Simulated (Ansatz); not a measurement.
# What NaB (Fm-3m) distorts into, part 3 of 3

Which phase does NaB (Fm-3m) fall into along its unstable mode, and how much energy does it gain?

Ansatz 0.2.0; DFT PBEsol, scalar-relativistic, plane waves, PAW; PAW set soft_1.

So far. Step 5 (Energy along the mode, all amplitudes (two of the runs …): The lowest of the steps tried is the last one, at 0.6 Å, 197 meV/atom below the parent; the bottom of the well need not coincide with a step. Step 7 (The new phase in its own primitive cell): The largest force component left is 0.32 meV/Å and the pressure is 0.001 GPa, within the tolerances set. The cell now holds 17.17 Å³/atom. The relaxed cell has a, b, c = 6.247, 8.524, 10.320 Å (conventional setting).

## 8. Modes of the new phase, k-mesh 8×8×8

A relaxed structure may still be a saddle point, so its zone-centre modes are computed. No field response is asked, since the mesh shows no gap.

File input.yaml:

```yaml
crystal:
  lattice:
    - [0.0, 4.2617624296, 5.1598118558]
    - [3.1234499445, 0.0, 5.1598118558]
    - [3.1234499445, 4.2617624296, 0.0]
  atoms:
    - { symbol: Na, position: [0.6895195977, 0.3104804023, 0.6895195977] }
    - { symbol: Na, position: [0.3104804023, 0.6895195977, 0.3104804023] }
    - { symbol: Na, position: [0.9395195977, 0.5604804023, 0.9395195977] }
    - { symbol: Na, position: [0.5604804023, 0.9395195977, 0.5604804023] }
    - { symbol: B, position: [0.8731414777, 0.1268585223, 0.1268585223] }
    - { symbol: B, position: [0.1268585223, 0.8731414777, 0.8731414777] }
    - { symbol: B, position: [0.1231414777, 0.3768585223, 0.3768585223] }
    - { symbol: B, position: [0.3768585223, 0.1231414777, 0.1231414777] }
kpoints:
  mp_grid: { grid: [8, 8, 8] }
hamiltonian:
  xc: pbesol
  pseudopotentials: { kind: paw, azcp: { folder: soft_1 }, xc_functional: pbe }
scf:
  occupations: { method: methfessel_paxton, width: 0.2 }
output:
  eigenvalues: true
phonons:
  method: dfpt
```

The run is started by

```
$ ansatz run input.yaml --threads 4 --pin off --max-ram 10240MiB --backend cpu --events-out ev --progress --plain --runs-dir out
```

Numbers of over 12 decimals in the logs are rounded to 6 here.

Output:

```text
[...]
Crystal: 8 atoms, lattice volume = 137.369 Å³
Basis set: ecut = 420 eV, 2677 PW (Γ), exchange–correlation on 96×96×96 points (8 copies of the dense FFT grid, shifted against one another)
Bands: 32, of which v1, the nominal top of the filled ones, is band 24 counted from 1 (23 counted from 0)
Symmetry: 8 space group operations
k-points: 260 of 512 (irreducible under 1 space group operation, time reversal used)
[...]
SCF iter   1: F=—  HF=-6506.291967 eV  |F-HF|=—  |Δ(HF+E_count)|=         —  Δρ=4.41e-2  dr2=2.59e0  ethr=3.10e-3  ⟨swp⟩=6.3  Hψ=35510  notcnv=0
[...]
SCF iter  11: F=-6505.502315 eV  HF=-6505.502315 eV  |F-HF|=9.09e-13  |Δ(HF+E_count)|=  2.46e-11  S|Δr|=    0.00e0  Δρ=5.97e-8  dr2=7.45e-12  ethr=1.00e-12  ⟨swp⟩=12.5  Hψ=45203  notcnv=0
SCF 1 converged in 11 iterations: F = -6505.502315 eV  dr2 = 7.45e-12
[...]
DFPT response loops at Γ: preconditioner auto → Kerker (q_TF=auto, 2.290 Å⁻¹) (partly filled bands, converged f_vac=0.000); β = 1.00, the filter's whole step (`scf.mixing.beta` (0.50) is not read by the response loops under this deck's `scf.mixing.preconditioner`; to damp them name `kerker` or `kerker_dos`, under which they read `scf.mixing.beta`, and type it under 1.00, their step now; both keys bind the ground state too); Broyden in place of MSR1
SCF converged after 11 iterations
[...]
Free energy (F): -6505.502315 eV
[...]
Internal energy: -6505.503672 eV  (E = F + TS)
E sigma→0 (E₀):  -6505.502654 eV
Entropy (-TS):   0.001357 eV (0.170 meV/atom)
Fermi energy:    3.148921 eV
Step filling:    the computed levels leave a gap of 0.0000 eV = 0.0 smearing widths at the electron count; against every level under it full and every level over it empty, smearing changes F+E_penalty+E_count by +1.698 meV and its σ→0 estimate by +1.359 meV
[...]
--- Band table (eV; the first three rows and the last of 260) ---
  k-point 0: bands = [... 20 lower, 1.1993, 1.3807, 1.9303, 2.9121, 3.1633, 3.4521, 5.1457, 6.4560, ... 4 higher]
  k-point 1: bands = [... 20 lower, 1.2493, 1.6971, 1.9062, 2.9711, 3.1237, 3.4829, 5.3335, 6.3289, ... 4 higher]
  k-point 2: bands = [... 20 lower, 1.3270, 1.9236, 2.1299, 2.9825, 3.2094, 3.5183, 5.6182, 6.1449, ... 4 higher]
  k-point 259: bands = [... 20 lower, 1.2994, 2.3454, 2.4755, 2.9161, 3.4396, 3.4762, 5.6730, 6.0991, ... 4 higher]
--- Phonons (Γ-DFPT): 6 representative perturbations + reference, on 260 of 512 k-points (Σ response iterations 18) ---
  k mesh reduced under 1 symmetry operation, with k and −k counted as one. Each operation leaves every solved perturbation unchanged. A smaller set is not used because it would not reduce the number of displacements times k-points to solve
  ASR residual: 3.265e-5 → 0.000e0 eV/Å²; symmetrization residual: 4.118e-6 eV/Å²
  ASR residual per site (eV/Å²): 3.26e-5 3.26e-5 3.26e-5 3.26e-5 1.78e-5 1.78e-5 1.78e-5 1.78e-5
  Γ frequencies (cm⁻¹): -255.84 -254.06 -98.17 -72.62 0.00 0.00 0.00 48.73 134.45 155.63 158.32 179.63 185.13 191.29 192.86 195.80 200.71 205.58 235.23 252.67 265.40 269.19 1040.00 1058.07
  non-analytic LO–TO correction: not included (Born effective charges unavailable; polar crystals: no LO–TO splitting at Γ)
```

Elapsed: 3 min, on 4 threads of Arm Neoverse V2, shared host; peak memory 3.3 GiB.

This step gave:

```yaml
sum_rule_residual_before_enforcement: 3.26e-5 eV/Å²
point_group: mmm
highest_optical_mode_at_the_zone_centre_no_lo_to_term: 1058 cm⁻¹
lowest_optical_zone_centre_mode: -255.8 cm⁻¹
```

Patterns of degenerate modes are one choice out of their space. Modes at Γ, with each element's share of the kinetic energy (negative means imaginary):

```csv
mode,frequency (cm⁻¹),symmetry,Na %,B %
1,-255.8,B2g,12,88
2,-254.1,B1g,9,91
3,-98.2,B2u,0,100
4,-72.6,B3g,37,63
5,0.0,acoustic,68,32
6,0.0,acoustic,68,32
7,0.0,acoustic,68,32
8,48.7,B1u,11,89
9,134.4,B3u,90,10
10,155.6,B3g,85,15
11,158.3,B2g,45,55
12,179.6,B1u,83,17
13,185.1,Ag,100,0
14,191.3,B1g,93,7
15,192.9,B3g,79,21
16,195.8,Au,100,0
17,200.7,B3u,42,58
18,205.6,B1g,76,24
19,235.2,B2g,43,57
20,252.7,B1u,39,61
21,265.4,B2u,32,68
22,269.2,B1g,22,78
23,1040.0,Au,0,100
24,1058.1,Ag,0,100
```

Displacements in mode 1 (-255.8 cm⁻¹), the largest set to 1:
```
Na1  0.00 -0.33  0.00
Na2  0.00 -0.33  0.00
Na3  0.00  0.33  0.00
Na4  0.00  0.33  0.00
B5   0.00 -1.00 -0.82
B6   0.00 -1.00  0.82
B7   0.00  1.00 -0.82
B8   0.00  1.00  0.82
```

Displacements in mode 16 (195.8 cm⁻¹), the largest set to 1:
```
Na1  0.00 -1.00  0.00
Na2  0.00  1.00  0.00
Na3  0.00  1.00  0.00
Na4  0.00 -1.00  0.00
B5   0.00  0.00  0.00
B6   0.00  0.00  0.00
B7   0.00  0.00  0.00
B8   0.00  0.00  0.00
```

Before it was imposed, the acoustic sum rule was missed by 3.3e-5 eV/Å². Small misses are needed for a sound result but don't prove that mesh and cutoff are converged. The lowest optical mode is imaginary, 255.8i cm⁻¹, so the energy falls along it.

## 9. Results

```
unstable mode of the parent                                                      : q = (0.25, -0.5, -0.25), 175i cm⁻¹
depth at the lowest point sampled                                                : 197 meV/atom
largest atomic shift at that point                                               : 0.6 Å
space group reached (within 0.01 Å)                                              : Fddd
energy gained over the parent (first relaxation, on the mesh of the frozen mode) : 850 meV/atom
volume per atom, phase reached                                                   : 17.2 Å³
lowest optical zone-centre mode, phase reached                                   : -256 cm⁻¹
highest optical mode at the zone centre (no LO-TO term), phase reached           : 1058 cm⁻¹
```

**Reading.** Along this mode the structure falls into Fddd, 850 meV/atom below the parent. At the parent's cell the well is 197.2 meV/atom deep on the steps tried, with its lowest point at a shift of 0.6 Å. That is the last step tried, so the steps alone don't bracket the bottom of the well. Relaxing atoms and cell changes the gain by +652.41 meV/atom against the lowest step (energies at zero smearing). Most of the total comes from this relaxation. The new phase still has an imaginary mode at the zone centre of its cell, so it is a saddle point on the way to a lower structure. Of the 4 patterns followed to their end from this parent, this one ends 713 meV/atom above the lowest, Ibam. Each path keeps the symmetry of its pattern, so a lower phase may lie along a pattern not tried. With no gap, or one that is small against the smearing, the frequencies hang on the k mesh and the smearing, most of all near Kohn anomalies. The PAW files were made for PBE and serve the other functionals too. A phonon run warned that its eigensolver left some bands unconverged in a pass.

[Logs are printed without paths, hosts, clocks, repeated set-up lines and the standing remarks that a program may print on its own settings, such as how far it seeks lower states.]

[Hosts, paths, dates, database ids (printed as entryN), source tags and the programs' standing remarks are cut or masked in the printed files.]
